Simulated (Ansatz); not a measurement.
**A hypothetical structure for RbGeF3**

Starting from a made-up structure for RbGeF3, the aim is the relaxed cell, its shortest contacts and, where a second run follows, its electronic structure.

Calculated with Ansatz 0.2.0; DFT, r2SCAN, plane-wave PAW, files of the set soft_1, scalar-relativistic, no spin, cell and ions relaxed at zero pressure; PAW set soft_1, in the first sound run; inputs show where later runs differ.

### 1. Starting point

Symmetry: Pm-3m, No. 221, cubic system. Conventional cell: a = 4.726 Å, b = 4.726 Å, c = 4.726 Å, α = 90.00°, β = 90.00°, γ = 90.00°. Rb has 12 F at 3.34 Å nearest. Nearest to Ge lie 6 F at 2.36 Å. Nearest to F lie 2 Ge at 2.36 Å and 4 Rb at 3.34 Å. Farther neighbours and most contacts between anions are not listed.

### 2. Relaxing cell and atoms

The guess takes its coordinates from another compound and its volume from a rule, so the cell and any free coordinates are relaxed together.

The input, input.yaml:

```yaml
crystal:
  lattice:
    - [4.726, 0.0, 0.0]
    - [0.0, 4.726, 0.0]
    - [0.0, 0.0, 4.726]
  atoms:
    - { symbol: Rb, position: [0.0, 0.0, 0.0] }
    - { symbol: Ge, position: [0.5, 0.5, 0.5] }
    - { symbol: F, position: [0.5, 0.5, 0.0] }
    - { symbol: F, position: [0.5, 0.0, 0.5] }
    - { symbol: F, position: [0.0, 0.5, 0.5] }
kpoints:
  mp_grid: { grid: [6, 6, 6] }
scf:
  occupations: { method: fermi_dirac, width: 0.05 }
hamiltonian:
  xc: r2scan
  pseudopotentials: { kind: paw, azcp: { folder: soft_1 } }
relax:
  f_tol: 0.015
  max_steps: 70
  cell: {}
output:
  forces: true
  stress: true
```

Command:

```sh
ansatz run input.yaml --threads 4 --pin off --max-ram 8192MiB --backend cpu --events-out ev --progress --plain --runs-dir out
```

Numbers of over 12 decimals in the logs are rounded to 6 here.

The log of the run:

```text
Engine: ansatz 0.2.0, x86_64-unknown-linux-gnu
Pseudopotentials: kind: paw
Pseudopotential: Rb, paw, valence charge 9, recommended cutoff 500 eV (meta_gga), soft_1/Rb.paw.azcp
Pseudopotential: Ge, paw, valence charge 14, recommended cutoff 500 eV (meta_gga), soft_1/Ge.paw.azcp
Pseudopotential: F, paw, valence charge 7, recommended cutoff 500 eV (meta_gga), soft_1/F.paw.azcp
Functional definition: r2SCAN
  parameter k0 = 0.174
  parameter k1 = 0.065
  parameter a1 = 4.9479
  exchange = r2scan_x(k0 = k0, k1 = k1, a1 = a1)
  correlation = r2scan_c
Crystal: 5 atoms, lattice volume = 105.556 Å³
Basis set: ecut = 500 eV, 2721 PW (Γ), exchange–correlation on 144×144×144 points (64 copies of the dense FFT grid, shifted against one another)
Bands: 27, of which v1, the nominal top of the filled ones, is band 22 counted from 1 (21 counted from 0)
Symmetry: 48 space group operations
Space group: Pm-3m (ITA 221), of the structure as read, at distance tolerance 4.7e-5 Å
k-points: 20 of 216
Non-local potential: Rb, projectors of the file, l = 0: 3, l = 1: 2, l = 2: 2
Non-local potential: Ge, projectors of the file, l = 0: 2, l = 1: 2, l = 2: 3, l = 3: 1
Non-local potential: F, projectors of the file, l = 0: 2, l = 1: 2, l = 2: 1
PAW form: soft (Blöchl's): semilocal exchange-correlation on the pseudo side does not see the compensation charge
PAW frozen core: Rb, regenerated for the run's functional (the file was generated under x = pbe(κ = 0.804, μ = 0.219515), c = pbe(β = 0.066725))
PAW frozen core: Ge, regenerated for the run's functional (the file was generated under x = pbe(κ = 0.804, μ = 0.219515), c = pbe(β = 0.066725))
PAW frozen core: F, regenerated for the run's functional (the file was generated under x = pbe(κ = 0.804, μ = 0.219515), c = pbe(β = 0.066725))
PAW one-centre angular grid: Rb, 302 points (default); XC on 160 Gauss nodes
PAW one-centre angular grid: Ge, 590 points (default); XC on 160 Gauss nodes
PAW one-centre angular grid: F, 302 points (default); XC on 160 Gauss nodes
Initial density: superposition of atomic densities (chi_scale 0.1, normalization cell, long waves kept (reshape's long-wave potential 0.01 eV rms))
Initial wavefunctions: pseudopotential atomic-orbital guess
Functional: x = r2scan, c = r2scan; τ floored in thin density (d = 2e-4 eV/Å³)
SCF iter   1: F=—  HF=-10016.925435 eV  |F-HF|=—  |Δ(HF+E_count)|=         —  Δρ=1.26e-1  dr2=1.38e1  dr2_τ=1.72e-1  ethr=3.10e-3  ⟨swp⟩=6.3  Hψ=2585  notcnv=0
preconditioner: auto → Resta (q_TF=auto, 2.358 Å⁻¹)  ε∞=4.3  [insulator: Δε(μ)=0.640 eV  Ē_g=10.166 eV  σ=0.050 eV  W_gap=1.00  n_scr=26 (ndim 8)  ℏωp=18.4 eV  f_vac=0.045  D(μ)=0.00/eV (n_scr^D=0)  ε∞_Penn≈4.3]
SCF iter   2: F=—  HF=-10013.631250 eV  |F-HF|=—  |Δ(HF+E_count)|=    3.29e0  Δρ=4.73e-2  dr2=1.93e0  dr2_τ=2.38e-1  ethr=3.10e-3  ⟨swp⟩=4.0  Hψ=1335  notcnv=0  defer=10
SCF iter   3: F=—  HF=-10013.247518 eV  |F-HF|=—  |Δ(HF+E_count)|=   3.84e-1  Δρ=1.77e-2  dr2=5.73e-1  dr2_τ=5.16e-3  ethr=3.10e-3  ⟨swp⟩=2.4  Hψ=999  notcnv=0  defer=19
SCF iter   4: F=—  HF=-10013.093061 eV  |F-HF|=—  |Δ(HF+E_count)|=   1.54e-1  Δρ=4.66e-3  dr2=3.90e-2  dr2_τ=8.59e-4  ethr=1.30e-3  ⟨swp⟩=3.0  Hψ=1114  notcnv=0  defer=20
SCF iter   5: F=—  HF=-10013.092055 eV  |F-HF|=—  |Δ(HF+E_count)|=   1.01e-3  Δρ=1.47e-3  dr2=2.53e-3  dr2_τ=1.63e-4  ethr=8.87e-5  ⟨swp⟩=2.2  Hψ=1152  notcnv=0  defer=20
SCF iter   6: F=—  HF=-10013.092076 eV  |F-HF|=—  |Δ(HF+E_count)|=   2.12e-5  Δρ=8.31e-4  dr2=5.44e-4  dr2_τ=3.76e-5  ethr=5.74e-6  ⟨swp⟩=2.0  Hψ=1022  notcnv=0  defer=20
SCF iter   7: F=—  HF=-10013.092156 eV  |F-HF|=—  |Δ(HF+E_count)|=   8.02e-5  Δρ=1.86e-4  dr2=3.31e-5  dr2_τ=2.48e-6  ethr=1.24e-6  ⟨swp⟩=2.0  Hψ=956  notcnv=0  defer=20
SCF iter   8: F=—  HF=-10013.092188 eV  |F-HF|=—  |Δ(HF+E_count)|=   3.20e-5  Δρ=3.11e-5  dr2=1.52e-6  dr2_τ=4.36e-8  ethr=7.52e-8  ⟨swp⟩=2.0  Hψ=963  notcnv=0  defer=20
SCF iter   9: F=-10013.092189 eV  HF=-10013.092189 eV  |F-HF|=6.94e-8  |Δ(HF+E_count)|=   1.23e-6  Δρ=6.47e-6  dr2=7.23e-8  dr2_τ=1.54e-9  ethr=2.27e-10  ⟨swp⟩=3.0  Hψ=2269  notcnv=0
SCF 1 converged in 9 iterations: F = -10013.092189 eV  dr2 = 7.23e-8
  greatest PAW one-centre occupation: 0.998 electrons in one spin orbital (limit 2), on the Ge atom at site 1 (counted from 0), in its partial waves of l = 2
relax step   1: F+E_penalty+E_count = -10013.09218924 eV  Δ(F+E_penalty+E_count) = +0.000e0 eV  max|allowed force component| = 2.364e-29 eV/Å  Δτ_max = 0.0000 Å  P = -7.260 GPa  Ω = 105.556 Å³  (9 SCF iters, dr2 threshold 1.00e-7 eV, accepted)
Crystal: 5 atoms, lattice volume = 91.057 Å³
Basis set: ecut = 500 eV, 2325 PW (Γ), exchange–correlation on 144×144×144 points (64 copies of the dense FFT grid, shifted against one another)
Initial density: handed on by an earlier stage of this run
Initial wavefunctions: those handed on with the density
iter 1 solved again at ethr=5.15e-4 eV; its pass at ethr=3.10e-3 eV (dr2=2.27e-1 eV) is discarded
SCF iter   1: F=—  HF=-10014.006871 eV  |F-HF|=—  |Δ(HF+E_count)|=         —  Δρ=1.39e-2  dr2=2.26e-1  dr2_τ=3.29e-1  ethr=5.15e-4  ⟨swp⟩=1.1  Hψ=2839  notcnv=0
preconditioner: auto → Resta (q_TF=auto, 2.417 Å⁻¹)  ε∞=3.8  [insulator: Δε(μ)=1.912 eV  Ē_g=11.848 eV  σ=0.050 eV  W_gap=1.00  n_scr=18 (ndim 8)  ℏωp=19.8 eV  f_vac=0.070  D(μ)=0.00/eV (n_scr^D=0)  ε∞_Penn≈3.8]
SCF iter   2: F=—  HF=-10013.586778 eV  |F-HF|=—  |Δ(HF+E_count)|=   4.20e-1  Δρ=7.40e-3  dr2=2.92e-2  dr2_τ=4.07e-3  ethr=5.14e-4  ⟨swp⟩=3.0  Hψ=1148  notcnv=0
SCF iter   3: F=—  HF=-10013.580716 eV  |F-HF|=—  |Δ(HF+E_count)|=   6.06e-3  Δρ=2.98e-3  dr2=9.74e-3  dr2_τ=3.17e-4  ethr=6.64e-5  ⟨swp⟩=2.9  Hψ=1070  notcnv=0  defer=18
SCF iter   4: F=—  HF=-10013.578410 eV  |F-HF|=—  |Δ(HF+E_count)|=   2.31e-3  Δρ=1.12e-3  dr2=1.49e-3  dr2_τ=3.06e-5  ethr=2.21e-5  ⟨swp⟩=3.0  Hψ=893  notcnv=0  defer=18
SCF iter   5: F=—  HF=-10013.578035 eV  |F-HF|=—  |Δ(HF+E_count)|=   3.75e-4  Δρ=2.08e-4  dr2=5.72e-5  dr2_τ=1.12e-6  ethr=3.38e-6  ⟨swp⟩=2.0  Hψ=798  notcnv=0  defer=18
SCF iter   6: F=—  HF=-10013.578028 eV  |F-HF|=—  |Δ(HF+E_count)|=   7.37e-6  Δρ=7.43e-5  dr2=2.90e-6  dr2_τ=1.59e-7  ethr=1.30e-7  ⟨swp⟩=2.1  Hψ=908  notcnv=0  defer=18
SCF iter   7: F=-10013.578031 eV  HF=-10013.578031 eV  |F-HF|=1.68e-7  |Δ(HF+E_count)|=   2.44e-6  Δρ=1.53e-5  dr2=1.13e-7  dr2_τ=1.09e-8  ethr=1.14e-9  ⟨swp⟩=5.1  Hψ=2303  notcnv=0
SCF 2 converged in 7 iterations: F = -10013.578031 eV  dr2 = 1.13e-7
  greatest PAW one-centre occupation: 0.999 electrons in one spin orbital (limit 2), on the Ge atom at site 1 (counted from 0), in its partial waves of l = 2
relax step   2: F+E_penalty+E_count = -10013.57803068 eV  Δ(F+E_penalty+E_count) = -4.858e-1 eV  max|allowed force component| = 1.567e-29 eV/Å  Δτ_max = 0.0000 Å  P = -2.559 GPa  Ω = 91.057 Å³  energy of the carried Pulay correction = +7.507e-3 eV  (7 SCF iters, dr2 threshold 5.00e-7 eV, accepted)
Crystal: 5 atoms, lattice volume = 84.737 Å³
Basis set: ecut = 500 eV, 2109 PW (Γ), exchange–correlation on 144×144×144 points (64 copies of the dense FFT grid, shifted against one another)
iter 1 solved again at ethr=1.10e-4 eV; its pass at ethr=3.10e-3 eV (dr2=4.85e-2 eV) is discarded
SCF iter   1: F=—  HF=-10013.556358 eV  |F-HF|=—  |Δ(HF+E_count)|=         —  Δρ=6.41e-3  dr2=4.87e-2  dr2_τ=8.57e-2  ethr=1.10e-4  ⟨swp⟩=1.0  Hψ=2871  notcnv=0
preconditioner: auto → Resta (q_TF=auto, 2.446 Å⁻¹)  ε∞=2.8  [insulator: Δε(μ)=1.810 eV  Ē_g=19.615 eV  σ=0.050 eV  W_gap=1.00  n_scr=18 (ndim 8)  ℏωp=26.1 eV  f_vac=0.067  D(μ)=0.00/eV (n_scr^D=0)  ε∞_Penn≈2.8]
SCF iter   2: F=—  HF=-10013.612278 eV  |F-HF|=—  |Δ(HF+E_count)|=   5.59e-2  Δρ=3.63e-3  dr2=6.31e-3  dr2_τ=8.14e-4  ethr=1.10e-4  ⟨swp⟩=3.0  Hψ=1167  notcnv=0
SCF iter   3: F=—  HF=-10013.610901 eV  |F-HF|=—  |Δ(HF+E_count)|=   1.38e-3  Δρ=1.35e-3  dr2=1.83e-3  dr2_τ=7.10e-5  ethr=1.43e-5  ⟨swp⟩=2.9  Hψ=1062  notcnv=0  defer=1
SCF iter   4: F=—  HF=-10013.610526 eV  |F-HF|=—  |Δ(HF+E_count)|=   3.75e-4  Δρ=6.07e-4  dr2=3.71e-4  dr2_τ=8.18e-6  ethr=4.16e-6  ⟨swp⟩=2.9  Hψ=842  notcnv=0  defer=1
SCF iter   5: F=—  HF=-10013.610439 eV  |F-HF|=—  |Δ(HF+E_count)|=   8.71e-5  Δρ=1.32e-4  dr2=1.98e-5  dr2_τ=3.88e-7  ethr=8.42e-7  ⟨swp⟩=2.0  Hψ=906  notcnv=0  defer=1
SCF iter   6: F=—  HF=-10013.610433 eV  |F-HF|=—  |Δ(HF+E_count)|=   6.09e-6  Δρ=4.24e-5  dr2=1.22e-6  dr2_τ=4.91e-8  ethr=4.49e-8  ⟨swp⟩=2.2  Hψ=972  notcnv=0  defer=1
SCF iter   7: F=-10013.610433 eV  HF=-10013.610433 eV  |F-HF|=1.17e-8  |Δ(HF+E_count)|=   7.13e-7  Δρ=7.38e-6  dr2=4.96e-8  dr2_τ=3.15e-9  ethr=1.14e-9  ⟨swp⟩=4.8  Hψ=2096  notcnv=0
SCF 3 converged in 7 iterations: F = -10013.610433 eV  dr2 = 4.96e-8
relax step   3: F+E_penalty+E_count = -10013.61043348 eV  Δ(F+E_penalty+E_count) = -3.240e-2 eV  max|allowed force component| = 5.404e-30 eV/Å  Δτ_max = 0.0000 Å  P = +1.383 GPa  Ω = 84.737 Å³  energy of the carried Pulay correction = +1.144e-2 eV  (7 SCF iters, dr2 threshold 5.00e-7 eV, accepted)
Crystal: 5 atoms, lattice volume = 86.852 Å³
Basis set: ecut = 500 eV, 2205 PW (Γ), exchange–correlation on 144×144×144 points (64 copies of the dense FFT grid, shifted against one another)
iter 1 solved again at ethr=1.43e-5 eV; its pass at ethr=3.10e-3 eV (dr2=6.30e-3 eV) is discarded
SCF iter   1: F=—  HF=-10013.594523 eV  |F-HF|=—  |Δ(HF+E_count)|=         —  Δρ=2.40e-3  dr2=6.66e-3  dr2_τ=1.03e-2  ethr=1.43e-5  ⟨swp⟩=1.1  Hψ=2779  notcnv=0
preconditioner: auto → Resta (q_TF=auto, 2.436 Å⁻¹)  ε∞=2.8  [insulator: Δε(μ)=2.109 eV  Ē_g=19.341 eV  σ=0.050 eV  W_gap=1.00  n_scr=18 (ndim 8)  ℏωp=25.8 eV  f_vac=0.070  D(μ)=0.00/eV (n_scr^D=0)  ε∞_Penn≈2.8]
SCF iter   2: F=—  HF=-10013.617542 eV  |F-HF|=—  |Δ(HF+E_count)|=   2.30e-2  Δρ=1.57e-3  dr2=1.12e-3  dr2_τ=1.39e-4  ethr=1.43e-5  ⟨swp⟩=2.9  Hψ=1103  notcnv=0
SCF iter   3: F=—  HF=-10013.617274 eV  |F-HF|=—  |Δ(HF+E_count)|=   2.68e-4  Δρ=5.47e-4  dr2=2.87e-4  dr2_τ=1.20e-5  ethr=2.55e-6  ⟨swp⟩=2.1  Hψ=710  notcnv=0
SCF iter   4: F=—  HF=-10013.617186 eV  |F-HF|=—  |Δ(HF+E_count)|=   8.79e-5  Δρ=1.25e-4  dr2=1.79e-5  dr2_τ=5.06e-7  ethr=6.52e-7  ⟨swp⟩=2.0  Hψ=815  notcnv=0
SCF iter   5: F=-10013.617187 eV  HF=-10013.617187 eV  |F-HF|=1.05e-7  |Δ(HF+E_count)|=   9.57e-7  Δρ=2.57e-5  dr2=2.96e-7  dr2_τ=2.38e-8  ethr=1.14e-9  ⟨swp⟩=4.0  Hψ=2600  notcnv=0
SCF 4 converged in 5 iterations: F = -10013.617187 eV  dr2 = 2.96e-7
relax step   4: F+E_penalty+E_count = -10013.61718663 eV  Δ(F+E_penalty+E_count) = -6.753e-3 eV  max|allowed force component| = 5.377e-30 eV/Å  Δτ_max = 0.0000 Å  P = -0.119 GPa  Ω = 86.852 Å³  energy of the carried Pulay correction = +1.007e-2 eV  (5 SCF iters, dr2 threshold 5.00e-7 eV, accepted)
Crystal: 5 atoms, lattice volume = 86.681 Å³
iter 1 solved again at ethr=7.43e-8 eV; its pass at ethr=3.10e-3 eV (dr2=3.27e-5 eV) is discarded
SCF iter   1: F=—  HF=-10013.617236 eV  |F-HF|=—  |Δ(HF+E_count)|=         —  Δρ=1.84e-4  dr2=3.97e-5  dr2_τ=6.51e-5  ethr=7.43e-8  ⟨swp⟩=2.0  Hψ=2670  notcnv=0
preconditioner: auto → Resta (q_TF=auto, 2.437 Å⁻¹)  ε∞=2.8  [insulator: Δε(μ)=2.059 eV  Ē_g=19.399 eV  σ=0.050 eV  W_gap=1.00  n_scr=18 (ndim 8)  ℏωp=25.8 eV  f_vac=0.070  D(μ)=0.00/eV (n_scr^D=0)  ε∞_Penn≈2.8]
SCF iter   2: F=—  HF=-10013.617363 eV  |F-HF|=—  |Δ(HF+E_count)|=   1.27e-4  Δρ=1.16e-4  dr2=5.78e-6  dr2_τ=7.85e-7  ethr=7.43e-8  ⟨swp⟩=2.0  Hψ=980  notcnv=0
SCF iter   3: F=—  HF=-10013.617362 eV  |F-HF|=—  |Δ(HF+E_count)|=   1.45e-6  Δρ=4.06e-5  dr2=1.48e-6  dr2_τ=7.08e-8  ethr=1.31e-8  ⟨swp⟩=2.7  Hψ=961  notcnv=0
SCF iter   4: F=—  HF=-10013.617361 eV  |F-HF|=—  |Δ(HF+E_count)|=   5.36e-7  Δρ=9.66e-6  dr2=1.13e-7  dr2_τ=2.13e-9  ethr=3.37e-9  ⟨swp⟩=2.4  Hψ=868  notcnv=0
SCF iter   5: F=-10013.617361 eV  HF=-10013.617361 eV  |F-HF|=1.48e-9  |Δ(HF+E_count)|=   2.48e-8  Δρ=3.90e-6  dr2=8.18e-9  dr2_τ=4.55e-10  ethr=7.99e-11  ⟨swp⟩=4.0  Hψ=1947  notcnv=0
SCF 5 converged in 5 iterations: F = -10013.617361 eV  dr2 = 8.18e-9
relax step   5: F+E_penalty+E_count = -10013.61736105 eV  Δ(F+E_penalty+E_count) = -1.744e-4 eV  max|allowed force component| = 8.772e-29 eV/Å  Δτ_max = 0.0000 Å  P = -0.005 GPa  Ω = 86.681 Å³  energy of the carried Pulay correction = +1.018e-2 eV  (5 SCF iters, dr2 threshold 3.52e-8 eV, accepted)
Initial wavefunctions: pseudopotential atomic-orbital guess (no wavefunctions were taken with the density)
iter 1 solved again at ethr=2.69e-7 eV; its pass at ethr=3.10e-3 eV (dr2=1.18e-4 eV) is discarded
SCF iter   1: F=—  HF=-10013.605180 eV  |F-HF|=—  |Δ(HF+E_count)|=         —  Δρ=7.81e-4  dr2=5.06e-5  dr2_τ=2.10e-4  ethr=2.69e-7  ⟨swp⟩=3.5  Hψ=3993  notcnv=0
preconditioner: auto → Resta (q_TF=auto, 2.437 Å⁻¹)  ε∞=2.8  [insulator: Δε(μ)=2.061 eV  Ē_g=19.396 eV  σ=0.050 eV  W_gap=1.00  n_scr=18 (ndim 8)  ℏωp=25.8 eV  f_vac=0.070  D(μ)=0.00/eV (n_scr^D=0)  ε∞_Penn≈2.8]
SCF iter   2: F=—  HF=-10013.605298 eV  |F-HF|=—  |Δ(HF+E_count)|=   1.18e-4  Δρ=3.94e-4  dr2=1.60e-5  dr2_τ=2.40e-5  ethr=1.15e-7  ⟨swp⟩=2.0  Hψ=760  notcnv=0
SCF iter   3: F=—  HF=-10013.605321 eV  |F-HF|=—  |Δ(HF+E_count)|=   2.31e-5  Δρ=1.17e-4  dr2=4.12e-6  dr2_τ=1.09e-6  ethr=3.65e-8  ⟨swp⟩=2.0  Hψ=860  notcnv=0
SCF iter   4: F=—  HF=-10013.605321 eV  |F-HF|=—  |Δ(HF+E_count)|=   3.58e-7  Δρ=1.10e-5  dr2=4.76e-8  dr2_τ=7.31e-9  ethr=9.37e-9  ⟨swp⟩=2.0  Hψ=727  notcnv=0
SCF iter   5: F=—  HF=-10013.605321 eV  |F-HF|=—  |Δ(HF+E_count)|=   3.27e-8  Δρ=2.17e-6  dr2=1.98e-9  dr2_τ=5.95e-10  ethr=1.08e-10  ⟨swp⟩=2.0  Hψ=980  notcnv=0
SCF iter   6: F=—  HF=-10013.605321 eV  |F-HF|=—  |Δ(HF+E_count)|=   1.87e-9  Δρ=1.02e-6  dr2=5.65e-10  dr2_τ=4.46e-11  ethr=4.50e-12  ⟨swp⟩=2.0  Hψ=917  notcnv=0
SCF iter   7: F=-10013.605321 eV  HF=-10013.605321 eV  |F-HF|=1.09e-11  |Δ(HF+E_count)|=  9.46e-11  Δρ=1.00e-7  dr2=1.28e-11  dr2_τ=5.60e-13  ethr=1.00e-12  ⟨swp⟩=3.0  Hψ=2321  notcnv=0
SCF 6 converged in 7 iterations: F = -10013.605321 eV  dr2 = 1.28e-11
relax step   6: F+E_penalty+E_count = -10013.60532143 eV  Δ(F+E_penalty+E_count) = +1.204e-2 eV  max|allowed force component| = 2.598e-29 eV/Å  Δτ_max = 0.0000 Å  P = +0.004 GPa  Ω = 86.681 Å³  stress off target by 4.08e-3 GPa  SCF on the basis re-selected at this cell (its energy is not comparable with the rows above)  (7 SCF iters)
basis re-selected at this cell: Δ(F+E_penalty+E_count) = +1.204e-2 eV, ΔP = +0.009 GPa vs the last step (what re-selecting the basis moved, of the pressure what is left beyond the Pulay correction that the steps carried, after the strain that the cell walked since its last selection, with what the two solves' SCF thresholds leave and, on support functions, any second-order correction that the steps lacked; it is no m [...]
SCF converged after 7 iterations
Free energy (F): -10013.605321 eV
Harris-Foulkes:  -10013.605321 eV  (|F-HF|=1.09e-11)
Internal energy: -10013.605321 eV  (E = F + TS)
E sigma→0 (E₀):  -10013.605321 eV
Fermi energy:    7.228292 eV
--- Per-component energies (eV) ---
  E_band       = -382.855517
  E_kinetic    = 868.568890
  E_local      = -4820.166107  (includes V_loc(G=0)·N_el)
  E_nonlocal   = 655.310864
  E_hartree    = 1989.141476
  E_xc         = -414.936567
  E_vxc        = -549.823507  (∫ρ·V_xc dr)
  E_paw        = -5275.703716  (= ΣΔE_a)
  E_vpaw       = -551.834203  (= ΣTr[D̂ρ^β])
  E_aug_tail   = 0.000802  (compensation charges beyond the density's cutoff)
  E_vtau       = 36.804581  (kinetic-family band-sum trace: ∫τ·v_τ [+ j·A + Jᵃ·Aᵃ] dr)
  E_ewald      = -3014.494098
  E_core_change = -1.326864  (= ΣΔE_core)
  E_smearing   = -0.000000  (= −TS)
  E_closure    = -0.000000  (closes the sum)
  Σ components = -10013.605321   (vs F -10013.605321, Δ=0.00e0)
--- Forces (eV/Å), atoms counted from 1 ---
  atom   1  Rb    -0.00000000    -0.00000000    -0.00000000
  atom   2  Ge     0.00000000     0.00000000     0.00000000
  atom   3  F      0.00000000     0.00000000     0.00000000
  atom   4  F      0.00000000     0.00000000     0.00000000
  atom   5  F      0.00000000     0.00000000     0.00000000
  max |Σ_I F_I| component: 9.57e-29 eV/Å
--- Stress (GPa, compression-positive) ---
        0.004077      -0.000000      -0.000000
       -0.000000       0.004077       0.000000
       -0.000000       0.000000       0.004077
  P = ⅓ Tr σ = 0.0041 GPa (0.041 kbar)
--- Relaxed structure (5 steps of the walk, 5 accepted, 1 SCFs on fresh bases) ---
  F+E_penalty+E_count = -10013.60532143 eV   max|allowed force component| = 2.598e-29 eV/Å   (the final SCF, on the basis selected at the relaxed cell)
  cell:  # Å, volume = 86.6809 Å³
    - [4.425624, 0, 0]
    - [0, 4.425624, 0]
    - [0, 0, 4.425624]
  atoms:
    - { symbol: Rb, position: [0, 0, 0] }
    - { symbol: Ge, position: [0.500000, 0.500000, 0.500000] }
    - { symbol: F, position: [0.500000, 0.500000, 0] }
    - { symbol: F, position: [0.500000, 0, 0.500000] }
    - { symbol: F, position: [0, 0.500000, 0.500000] }
```

Wall time 9.5 s (4 threads of Intel Xeon Platinum 8375C at 2.90GHz (Ice Lake), shared host); peak memory 0.7 GiB; 34 s of CPU time.

Relaxation path:

| step | energy less that of the first step (eV) | largest force component (eV/Å) | pressure (GPa) | volume (Å³) |
| --- | --- | --- | --- | --- |
| 1 | 0.0000 | 0.0000 | -7.26 | 105.56 |
| 2 | -0.4858 | 0.0000 | -2.56 | 91.06 |
| 3 | -0.5182 | 0.0000 | 1.38 | 84.74 |
| 4 | -0.5250 | 0.0000 | -0.12 | 86.85 |
| 5 | -0.5252 | 0.0000 | 0.00 | 86.68 |
| 6* | -0.5131 | 0.0000 | 0.00 | 86.68 |

Relaxation steps marked * repeat the geometry before them on a plane-wave basis chosen anew for their cell, so energy and pressure can jump there.

The run keeps the 48 symmetry operations that it works with, so distortions that break them were not tested.

| conventional cell, symmetrised | before | after | change |
| --- | --- | --- | --- |
| a (Å) | 4.726 | 4.426 | -6.4 % |
| b (Å) | 4.726 | 4.426 | -6.4 % |
| c (Å) | 4.726 | 4.426 | -6.4 % |
| volume (Å³/atom) | 21.11 | 17.34 | -17.9 % |

Final coordinates:

```xyz
5
Lattice="4.4256 0.0000 0.0000 0.0000 4.4256 0.0000 0.0000 0.0000 4.4256" Properties=species:S:1:pos:R:3 pbc="T T T"
Rb    0.0000    0.0000    0.0000
Ge    2.2128    2.2128    2.2128
F     2.2128    2.2128    0.0000
F     2.2128    0.0000    2.2128
F     0.0000    2.2128    2.2128
```

Numbers from this step:

| Quantity | Value |
| --- | --- |
| free energy | -10013.6053 eV |
| Fermi energy | 7.228 eV |
| gap by band count | 2.061 eV |
| electrons | 44 |
| symmetry operations | 48 |
| pressure | 0.004077 GPa |

The shortest distance of each pair, which need not be the same contact before and after:

| pair | guess (Å) | relaxed (Å) |
| --- | --- | --- |
| F–Ge | 2.363 | 2.213 |
| F–Rb | 3.342 | 3.129 |
| F–F | 3.342 | 3.129 |
| Ge–Rb | 4.093 | 3.833 |
| Rb–Rb | 4.726 | 4.426 |

The relaxation ends with a pressure of 0.00 GPa.

[end of part 1 of 2]

[Logs are printed without paths, hosts, clocks, repeated set-up lines and the standing remarks that a program may print on its own settings, such as how far it seeks lower states.]

[Hosts, paths, dates, database ids (printed as entryN), source tags and the programs' standing remarks are cut or masked in the printed files.]
